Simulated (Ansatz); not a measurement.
# K on Ti(0001): change of the work function, part 2 of 2

How does one ordered layer of K (fcc site) change the work function of Ti(0001), and what dipole does each adsorbate carry?

Ansatz 0.2.0; plane-wave DFT, PBE, Ansatz PAW.

So far, work function, upper face (eV): step 2 (the clean slab) 4.37.

## 3. The covered slab

System of this step: K/Ti(0001). The cell holds 17 atoms: 16 Ti and 1 K. Cell: a = 5.900 Å, b = 5.900 Å, c = 28.250 Å, α = 90.0°, β = 90.0°, γ = 60.0°. Vacuum lies along c.

The clean slab as it ended is repeated in the plane and the adsorbate is set on one face; the cell's size fixes the coverage, and the k-mesh shrinks with it to keep the sampling density about even. Adsorbate and upper layers relax, since the dipole depends on the height.

input.yaml reads:

```yaml
crystal:
  lattice:
    - [5.9, 0.0, 0.0]
    - [2.95, 5.1095498824, 0.0]
    - [0.0, 0.0, 28.2497228434]
  atoms:
    - { symbol: Ti, position: [0.3333333333, 0.3333333333, 0.3185871964] }
    - { symbol: Ti, position: [0.0, 0.0, 0.4015012841] }
    - { symbol: Ti, position: [0.3333333333, 0.3333333333, 0.4868226118] }
    - { symbol: Ti, position: [0.0, 0.0, 0.5635906189] }
    - { symbol: Ti, position: [0.3333333333, 0.8333333333, 0.3185871964] }
    - { symbol: Ti, position: [0.0, 0.5, 0.4015012841] }
    - { symbol: Ti, position: [0.3333333333, 0.8333333333, 0.4868226118] }
    - { symbol: Ti, position: [0.0, 0.5, 0.5635906189] }
    - { symbol: Ti, position: [0.8333333333, 0.3333333333, 0.3185871964] }
    - { symbol: Ti, position: [0.5, 0.0, 0.4015012841] }
    - { symbol: Ti, position: [0.8333333333, 0.3333333333, 0.4868226118] }
    - { symbol: Ti, position: [0.5, 0.0, 0.5635906189] }
    - { symbol: Ti, position: [0.8333333333, 0.8333333333, 0.3185871964] }
    - { symbol: Ti, position: [0.5, 0.5, 0.4015012841] }
    - { symbol: Ti, position: [0.8333333333, 0.8333333333, 0.4868226118] }
    - { symbol: Ti, position: [0.5, 0.5, 0.5635906189] }
    - { symbol: K, position: [0.1666666667, 0.1666666667, 0.6814128036] }
kpoints:
  mp_grid: { grid: [6, 6, 1] }
hamiltonian:
  xc: pbe
scf:
  occupations: { method: fermi_dirac, width: 0.1 }
  convergence: { dr2_threshold: 1.0e-08 }
efield:
  axis: 3
  dipole_correction: true
  ramp_position: 0.97
  ramp_width: 0.06
relax:
  f_tol: 0.02
  max_steps: 60
  constraints: [{ sites: [0, 1, 4, 5, 8, 9, 12, 13] }]
output:
  dos: { projected: true, e_range: [-8, 4] }
  write_potential: true
  write_density: true
  volumetric_format: npy
  elf: true
```

On the command line:

```sh
> ansatz run input.yaml --threads 2 --pin off --max-ram 3072MiB --backend cpu --events-out ev --progress --plain --runs-dir out
```

Standard output:

```text
[...]
Crystal: 17 atoms, lattice volume = 851.626 Å³
Basis set: ecut = 420 eV, 16583 PW (Γ), exchange–correlation on 80×80×384 points (8 copies of the dense FFT grid, shifted against one another)
Bands: 121, of which v1, the nominal top of the filled ones, is band 101 counted from 1 (100 counted from 0)
Symmetry: 6 space group operations
[...]
k-points: 7 of 36 (time reversal used)
[...]
SCF iter   1: F=—  HF=-41526.200257 eV  |F-HF|=—  |Δ(HF+E_count)|=         —  Δρ=5.79e-3  dr2=3.03e0  ethr=1.77e-3  p=0.332 e·Å  D=7.06e-2 V/Å  ΔV_dip=-1.99 eV  dr2_dipole=4.84e-1  V_vac-E_F(+/−)=2.10/4.09 eV  ⟨swp⟩=10.0  Hψ=4034  notcnv=0
[...]
SCF iter  10: F=-41526.158277 eV  HF=-41526.158277 eV  |F-HF|=3.30e-9  |Δ(HF+E_count)|=   1.51e-7  Δρ=5.09e-7  dr2=5.63e-9  ethr=1.00e-12  p=0.460 e·Å  D=9.78e-2 V/Å  ΔV_dip=-2.76 eV  dr2_dipole=9.26e-10  V_vac-E_F(+/−)=1.65/4.41 eV  ⟨swp⟩=46.1  Hψ=14571  notcnv=1
SCF 1 converged in 10 iterations: F = -41526.158277 eV  dr2 = 5.63e-9
[...]
relax step   1: F+E_penalty+E_count = -41526.15827693 eV  Δ(F+E_penalty+E_count) = +0.000e0 eV  max|allowed force component| = 3.663e-1 eV/Å  Δτ_max = 0.0000 Å  (10 SCF iters, accepted)
[...]
SCF iter   9: F=-41526.177117 eV  HF=-41526.177117 eV  |F-HF|=6.84e-10  |Δ(HF+E_count)|=   8.69e-9  Δρ=4.09e-7  dr2=3.12e-9  ethr=4.98e-12  p=0.464 e·Å  D=9.86e-2 V/Å  ΔV_dip=-2.78 eV  dr2_dipole=2.34e-11  V_vac-E_F(+/−)=1.63/4.41 eV  ⟨swp⟩=15.3  Hψ=7948  notcnv=0
SCF 2 converged in 9 iterations: F = -41526.177117 eV  dr2 = 3.12e-9
[...]
relax step   2: F+E_penalty+E_count = -41526.17711682 eV  Δ(F+E_penalty+E_count) = -1.884e-2 eV  max|allowed force component| = 1.490e-1 eV/Å  Δτ_max = 0.0848 Å  (9 SCF iters, accepted)
SCF iter   1: F=—  HF=-41526.186106 eV  |F-HF|=—  |Δ(HF+E_count)|=         —  Δρ=1.12e-3  dr2=1.69e-1  ethr=6.86e-4  p=0.464 e·Å  D=9.86e-2 V/Å  ΔV_dip=-2.78 eV  dr2_dipole=4.30e-2  V_vac-E_F(+/−)=1.63/4.42 eV  ⟨swp⟩=2.9  Hψ=1286  notcnv=0
[...]
SCF iter   8: F=-41526.184982 eV  HF=-41526.184982 eV  |F-HF|=9.60e-10  |Δ(HF+E_count)|=   1.81e-9  Δρ=4.11e-7  dr2=2.43e-9  ethr=4.98e-12  p=0.464 e·Å  D=9.87e-2 V/Å  ΔV_dip=-2.79 eV  dr2_dipole=4.45e-11  V_vac-E_F(+/−)=1.62/4.41 eV  ⟨swp⟩=11.7  Hψ=6437  notcnv=0
SCF 3 converged in 8 iterations: F = -41526.184982 eV  dr2 = 2.43e-9
relax step   3: F+E_penalty+E_count = -41526.18498182 eV  Δ(F+E_penalty+E_count) = -7.865e-3 eV  max|allowed force component| = 5.662e-2 eV/Å  Δτ_max = 0.0589 Å  (8 SCF iters, accepted)
SCF iter   1: F=—  HF=-41526.185939 eV  |F-HF|=—  |Δ(HF+E_count)|=         —  Δρ=6.35e-4  dr2=5.26e-2  ethr=2.20e-4  p=0.464 e·Å  D=9.87e-2 V/Å  ΔV_dip=-2.79 eV  dr2_dipole=1.38e-2  V_vac-E_F(+/−)=1.63/4.41 eV  ⟨swp⟩=2.7  Hψ=1246  notcnv=0
[...]
SCF iter   8: F=-41526.185902 eV  HF=-41526.185902 eV  |F-HF|=5.46e-10  |Δ(HF+E_count)|=   2.20e-9  Δρ=2.42e-7  dr2=7.61e-10  ethr=4.98e-12  p=0.464 e·Å  D=9.86e-2 V/Å  ΔV_dip=-2.79 eV  dr2_dipole=1.32e-11  V_vac-E_F(+/−)=1.63/4.41 eV  ⟨swp⟩=10.7  Hψ=6015  notcnv=0
SCF 4 converged in 8 iterations: F = -41526.185902 eV  dr2 = 7.61e-10
relax step   4: F+E_penalty+E_count = -41526.18590229 eV  Δ(F+E_penalty+E_count) = -9.205e-4 eV  max|allowed force component| = 1.614e-2 eV/Å  Δτ_max = 0.0303 Å  (8 SCF iters, accepted)
NSCF: frozen V_eff on 7 k-points
[...]
WARN: The output density's exchange-correlation potential varies sharply where the density is thin. Do not read a vacuum level from v_tot or v_xc, or from such a field of the output density. On a cell that repeats whose density bears no net charge and no dipole along the vacuum's axis use v_es (v_loc + v_h of the components); under efield.dipole_correction with no amplitude use v_es + v_field, which holds any externa [...]
SCF converged after 8 iterations
Free energy (F): -41526.185902 eV
[...]
Internal energy: -41525.192372 eV  (E = F + TS)
E sigma→0 (E₀):  -41525.689137 eV
Entropy (-TS):   -0.993531 eV (-58.443 meV/atom)
Fermi energy:    2.783911 eV
Dipole field:    D = 0.098635 V/Å  (p = 0.464215 e·Å, saw-weighted, corrected)
Work function:   Φ+ = 1.6256 eV   Φ− = 4.4120 eV
[...]
--- Forces (eV/Å), atoms counted from 1 ---
  atom   1  Ti    -0.00784790    -0.00453099     0.58335296
  atom   2  Ti     0.01199425     0.00692488    -0.58981947
  atom   3  Ti     0.00970836     0.00560512    -0.01233110
  atom   4  Ti    -0.00599866    -0.00346333     0.01613639
  atom   5  Ti     0.00000000     0.00906198     0.58335296
  atom   6  Ti    -0.00000000    -0.01384977    -0.58981947
  atom   7  Ti    -0.00000000    -0.01121025    -0.01233110
  atom   8  Ti     0.00000000     0.00692665     0.01613639
  atom   9  Ti     0.00784790    -0.00453099     0.58335296
  atom  10  Ti    -0.01199425     0.00692488    -0.58981947
  atom  11  Ti    -0.00970836     0.00560512    -0.01233110
  atom  12  Ti     0.00599866    -0.00346333     0.01613639
  atom  13  Ti     0.00000000     0.00000000     0.57703722
  atom  14  Ti    -0.00000000    -0.00000000    -0.53398518
  atom  15  Ti     0.00000000     0.00000000    -0.01021425
  atom  16  Ti     0.00000000    -0.00000000    -0.01587889
  atom  17  K      0.00000000     0.00000000    -0.00895656
  max |Σ_I F_I| component: 1.87e-5 eV/Å
--- Band table (eV; the first three rows and the last of 7) ---
  k-point 0: bands = [... 97 lower, 2.8646, 3.0578, 3.2159, 3.2339, 3.2413, 3.2413, 3.3663, 3.4482, ... 16 higher]
  k-point 1: bands = [... 97 lower, 2.8515, 2.9142, 3.0803, 3.0920, 3.0941, 3.1408, 3.2704, 3.3487, ... 16 higher]
  k-point 2: bands = [... 97 lower, 2.6771, 2.6944, 2.7986, 2.8004, 2.8482, 2.8788, 3.0319, 3.0484, ... 16 higher]
  k-point 6: bands = [... 97 lower, 2.3798, 2.3861, 2.4699, 2.4715, 2.4778, 2.7247, 2.7433, 2.8717, ... 16 higher]
--- Relaxed structure (4 steps of the walk, 4 accepted, 0 SCFs on fresh bases) ---
  F+E_penalty+E_count = -41526.18590229 eV   max|allowed force component| = 1.614e-2 eV/Å
  atoms:
    - { symbol: Ti, position: [0.333333, 0.333333, 0.318587] }
    - { symbol: Ti, position: [2.666712e-17, 2.666712e-17, 0.401501] }
    - { symbol: Ti, position: [0.334648, 0.334648, 0.486663] }
    - { symbol: Ti, position: [-0.000343516, -0.000343516, 0.563379] }
    - { symbol: Ti, position: [0.333333, 0.833333, 0.318587] }
    - { symbol: Ti, position: [5.551115e-17, 0.5, 0.401501] }
    - { symbol: Ti, position: [0.334648, 0.830703, 0.486663] }
    - { symbol: Ti, position: [-0.000343516, 0.500687, 0.563379] }
    - { symbol: Ti, position: [0.833333, 0.333333, 0.318587] }
    - { symbol: Ti, position: [0.5, 2.666712e-17, 0.401501] }
    - { symbol: Ti, position: [0.830703, 0.334648, 0.486663] }
    - { symbol: Ti, position: [0.500687, -0.000343516, 0.563379] }
    - { symbol: Ti, position: [0.833333, 0.833333, 0.318587] }
    - { symbol: Ti, position: [0.500000, 0.5, 0.401501] }
    - { symbol: Ti, position: [0.833333, 0.833333, 0.485642] }
    - { symbol: Ti, position: [0.500000, 0.5, 0.566333] }
    - { symbol: K, position: [0.166667, 0.166667, 0.677156] }
```

Elapsed: 5.6 min, on 2 threads of Arm Neoverse N1, shared host; peak memory 1.8 GiB.

Step by step:

| step | energy less that of the first step (eV) | largest force component (eV/Å) |
| --- | --- | --- |
| 1 | 0.0000 | 0.3663 |
| 2 | -0.0188 | 0.1489 |
| 3 | -0.0267 | 0.0566 |
| 4 | -0.0276 | 0.0161 |

Forces are held to the 6 operations that the program found; a distortion that breaks them can't arise in this run.

The atoms that moved most (Å):

| atom | dx | dy | dz | length |
| --- | --- | --- | --- | --- |
| K17 | 0.000 | 0.000 | -0.120 | 0.120 |
| Ti16 | 0.000 | 0.000 | 0.077 | 0.077 |
| Ti15 | 0.000 | 0.000 | -0.033 | 0.033 |
| Ti11 | -0.012 | 0.007 | -0.004 | 0.014 |
| Ti7 | 0.000 | -0.013 | -0.004 | 0.014 |
| Ti3 | 0.012 | 0.007 | -0.004 | 0.014 |
| Ti8 | 0.000 | 0.004 | -0.006 | 0.007 |
| Ti12 | 0.003 | -0.002 | -0.006 | 0.007 |

Final coordinates:

```cif
data_structure
_symmetry_space_group_name_H-M 'P 1'
_symmetry_Int_Tables_number 1
_cell_length_a 5.9000
_cell_length_b 5.9000
_cell_length_c 28.2497
_cell_angle_alpha 90.000
_cell_angle_beta 90.000
_cell_angle_gamma 60.000
_cell_volume 851.63
loop_
_atom_site_label
_atom_site_type_symbol
_atom_site_fract_x
_atom_site_fract_y
_atom_site_fract_z
_atom_site_occupancy
Ti1 Ti 0.33333 0.33333 0.31859 1
Ti2 Ti 0.00000 0.00000 0.40150 1
Ti3 Ti 0.33465 0.33465 0.48666 1
Ti4 Ti 0.99966 0.99966 0.56338 1
Ti5 Ti 0.33333 0.83333 0.31859 1
Ti6 Ti 0.00000 0.50000 0.40150 1
Ti7 Ti 0.33465 0.83070 0.48666 1
Ti8 Ti 0.99966 0.50069 0.56338 1
Ti9 Ti 0.83333 0.33333 0.31859 1
Ti10 Ti 0.50000 0.00000 0.40150 1
Ti11 Ti 0.83070 0.33465 0.48666 1
Ti12 Ti 0.50069 0.99966 0.56338 1
Ti13 Ti 0.83333 0.83333 0.31859 1
Ti14 Ti 0.50000 0.50000 0.40150 1
Ti15 Ti 0.83333 0.83333 0.48564 1
Ti16 Ti 0.50000 0.50000 0.56633 1
K17 K 0.16667 0.16667 0.67716 1
```

Read from the output:

| Quantity | Value |
| --- | --- |
| energy at zero smearing | -41525.6891 eV |
| work function, upper face | 1.626 eV |
| work function, lower face | 4.412 eV |
| dipole along the normal | 0.4642 e·Å |
| step between the vacuum levels | -2.786 eV |

Running mean over 2.342 Å of the planar mean; the ramp of the sawtooth is left out. Electron's electrostatic potential energy less the Fermi level against z:

| z (Å) | electron's electrostatic potential energy less the Fermi level (eV) |
| --- | --- |
| 4 | 4.41 |
| 5 | 4.39 |
| 6 | 4.23 |
| 7 | 2.88 |
| 8 | -3.13 |
| 9 | -6.74 |
| 10 | -6.59 |
| 11 | -6.58 |
| 12 | -6.41 |
| 13 | -6.38 |
| 14 | -6.90 |
| 15 | -7.51 |
| 16 | -6.73 |
| 17 | -2.86 |
| 18 | 1.01 |
| 19 | 0.0550 |
| 20 | -0.0208 |
| 21 | 1.21 |
| 22 | 1.52 |
| 23 | 1.60 |
| 24 | 1.62 |
| 25 | 1.62 |

The density of states has structure finer than the step of the table below, so its rows give means over 0.25 eV. Peaks (eV: height): -1.260: 50.6, -1.200: 53.9, -0.840: 53.2, -0.750: 97.9, -0.630: 53.0, -0.060: 58.2, 0.390: 44.4.

Table of density of states by energy, zero at the Fermi level; means over each step:

energy (eV), density of states (states/eV a cell) and a bar:
```
    -6.00        0.0 
    -5.75        0.3 
    -5.50        1.1 #
    -5.25        1.2 #
    -5.00        1.1 #
    -4.75        1.9 #
    -4.50        3.0 ##
    -4.25        2.4 ##
    -4.00        2.4 ##
    -3.75        4.2 ###
    -3.50        3.9 ###
    -3.25        3.3 ##
    -3.00        6.8 ####
    -2.75        8.4 #####
    -2.50       10.2 #######
    -2.25       14.8 ##########
    -2.00       18.0 ############
    -1.75       19.9 #############
    -1.50       15.8 ##########
    -1.25       24.9 ################
    -1.00       22.6 ###############
    -0.75       46.6 ##############################
    -0.50       12.9 ########
    -0.25       25.8 #################
     0.00       32.2 #####################
     0.25       31.9 #####################
     0.50       34.9 ######################
```

Projected DOS per atom over height of the atomic layer and energy from the Fermi level. Layers: Ti4 Ti4 Ti4 Ti4 K from below.

Ten even steps from '_' (0.00 states/eV) to '@' (2.62 states/eV), each cell a mean:
```
@@****%%::
@@++==##__
##----++__
**##**##--
====++**..
--====--__
==++++==__
::====--__
....::..__
........__
..__....__
__________
__________
__________
__________
__________
__________
__________
__________
__________
__________
__________
```
Columns: height of the atomic layer (Å) from 9 to 19.1 (not evenly spaced); rows upwards: energy from the Fermi level (eV) from -7.96 to 0.645.

Valence density in the ca plane at fractional y = 0.000, with atoms of Ti within 0.2 Å of it. It is the smooth field of the valence electrons, not physical close to the nuclei.

Ten steps, logarithmic in the rise over the least value, from '0' (0.00 × 1e0 e/Å³) to '9' (9.70 × 1e0 e/Å³), each cell a mean:
```
22379985222222248997310000000000000000000000
22246753222222235764210000000000000000000000
22223322222332222332110000000000000000000000
22222222223443222221110000000000000000000000
22222222223432222222110000000000000000000000
22235542222322224553110000000000000000000000
22368874222222237886210000000000000000000000
22379985222222258997310000000000000000000000
22379985222222248997310000000000000000000000
22246753222222235764210011211000000000000000
22223322222332222332111113332100000000000000
22222222223433222221111123443100000000000000
22222222222332222222111123442100000000000000
22235542222222224553210012221000000000000000
22368874222222237886210001110000000000000000
22379985222222258997310000000000000000000000
```
Columns run along c (16.0 Å, from fractional 0.34 to 0.90 of the cell), rows up along a (5.9 Å). Atoms in or near the plane, at fractional coordinates: Ti at (0.40, 0.00), Ti at (0.56, 0.00), Ti at (0.40, 0.50), Ti at (0.56, 0.50).

ELF in the ca plane at fractional y = 0.000, with atoms of Ti within 0.2 Å of it. It is the smooth field of the valence electrons, not physical close to the nuclei.

Ten even steps from '0' (0.00) to '9' (0.83), each cell a mean:
```
74265473256677437457202210000000110000000000
44225641243234314663113332110011100000000000
13322212321211332221234443222111100000000000
13543235411321354323455543332211100000000000
13432224421221343222355543322211100000000000
23223421331122322442123433211111100000000000
64246662255456426665112321000000110000000000
84263164267898436137301210000000011000000000
74265473256777437456211100110000011000000000
44225641343234314663122002553100001100000000
13322212421111332221342026886300001110000000
13543235421321254323562038998410001110000000
13432224421221343222452027997310001110000000
23223421332122322432132014775200001100000000
64246662255456426665112101221000011100000000
84263164267898436137301100000000011000000000
```
Columns run along c (16.0 Å, from fractional 0.34 to 0.90 of the cell), rows up along a (5.9 Å). Atoms in or near the plane, at fractional coordinates: Ti at (0.40, 0.00), Ti at (0.56, 0.00), Ti at (0.40, 0.50), Ti at (0.56, 0.50).

Electrostatic potential energy in the ca plane at fractional y = 0.000, with atoms of Ti within 0.2 Å of it. With pseudopotentials it is smooth inside the atoms' cores, unlike the true potential.

Values in eV, 9 rows by 16 columns, each cell a mean:
```
  1 -26 -20   2   3  -7 -31  -7   6   5   5   5   5   5   5   5
  1  -3  -1  -1  -7   1  -5   3   6   6   6   5   5   5   5   5
  0   0   1  -1  -9   2  -1   4   6   6   6   5   5   5   5   5
  1 -22 -17   2   1  -5 -28  -5   6   6   5   5   5   5   5   5
  1 -30 -25   3   4 -10 -35 -11   5   4   4   5   5   5   5   5
  1 -15 -11   2  -1  -2 -19  -2   4  -1   1   4   5   5   5   5
  0   2   2  -1 -11   2   1   4   3  -9  -2   4   5   5   5   5
  1 -10  -6   1  -3  -1 -13   0   4  -3   0   4   5   5   5   5
  1 -29 -24   3   4  -9 -34 -10   5   3   3   4   5   5   5   5
```
Columns run along c (16.0 Å, from fractional 0.34 to 0.90 of the cell; values clipped at the 3rd and 97th percentile), rows up along a (5.9 Å). Atoms in or near the plane, at fractional coordinates: Ti at (0.40, 0.00), Ti at (0.56, 0.00), Ti at (0.40, 0.50), Ti at (0.56, 0.50).

The relaxation took 4 steps and lowered the energy by 0.028 eV; the largest force on the free atoms ends at 0.016 eV/Å.

By hand: a sheet of dipoles makes a step −p/(ε₀A) in the electron's potential. With e/ε₀ = 180.95 V·Å, p = 0.4642 e·Å and A = 30.15 Å², that is −180.95 × (0.4642) / 30.15 = -2.786 eV, and the two vacuum levels of the run differ by -2.786 eV.

The covered face has 1.63 eV, -2.75 eV against the clean one; the bare back face has moved by -0.01 eV, a measure of how thin the slab is.

## 4. Work function against coverage

This step: plane-wave DFT, PBE, Ansatz PAW; work function against coverage (Ansatz 0.2.0).

The runs are now put side by side.

This step gave:

```
work function of the clean face     : 4.373 eV
largest change of the work function : -2.747 eV
```

Work function of the covered face against coverage:

| coverage (adsorbates/nm²) | work function of the covered face (eV) |
| --- | --- |
| 0.00 | 4.37 |
| 3.32 | 1.63 |

The dipole per adsorbate comes from the change of the cell's dipole. Coverage, by row:

| coverage (1/nm²) | coverage (ML) | work function (eV) | change (eV) | dipole per adsorbate, positive end outwards (debye) | mean height of the added atoms over the highest substrate atom (Å) |
| --- | --- | --- | --- | --- | --- |
| 3.317 | 0.25 | 1.626 | -2.747 | 2.189 | 3.131 |

## 5. Outcome

```
work function of the clean face                        : 4.37 eV
work function at 0.25 ML                               : 1.63 eV
dipole per adsorbate at 0.25 ML, positive end outwards : 2.19 D
```

**Reading.** K lowers the work function of Ti(0001) at the lowest coverage, by 2.75 eV: the adsorbate layer has its positive end outwards. One coverage alone was completed, so no trend follows. The slab has 4 layers, at the tabulated experimental lattice constant, one starting site was run, and quantum-size effects of a slab this thin can reach one or two tenths of an eV.

[Long decimals in the printed logs are rounded to 6 places.]

[Logs are printed without paths, hosts, clocks, repeated set-up lines and the standing remarks that a program may print on its own settings, such as how far it seeks lower states.]

[Hosts, paths, dates, database ids (printed as entryN), source tags and the programs' standing remarks are cut or masked in the printed files.]

[Maps of the electrostatic potential energy from Ansatz leave out the sawtooth potential of an applied field or a dipole correction, so their vacuum need not be flat; planar profiles and work functions include it.]

[The density of states shown here was stored with 400 of the rows of the run's finer table, so its peaks can read low, often by over a quarter, or be missed, and its means over a window can be off by a tenth or more.]
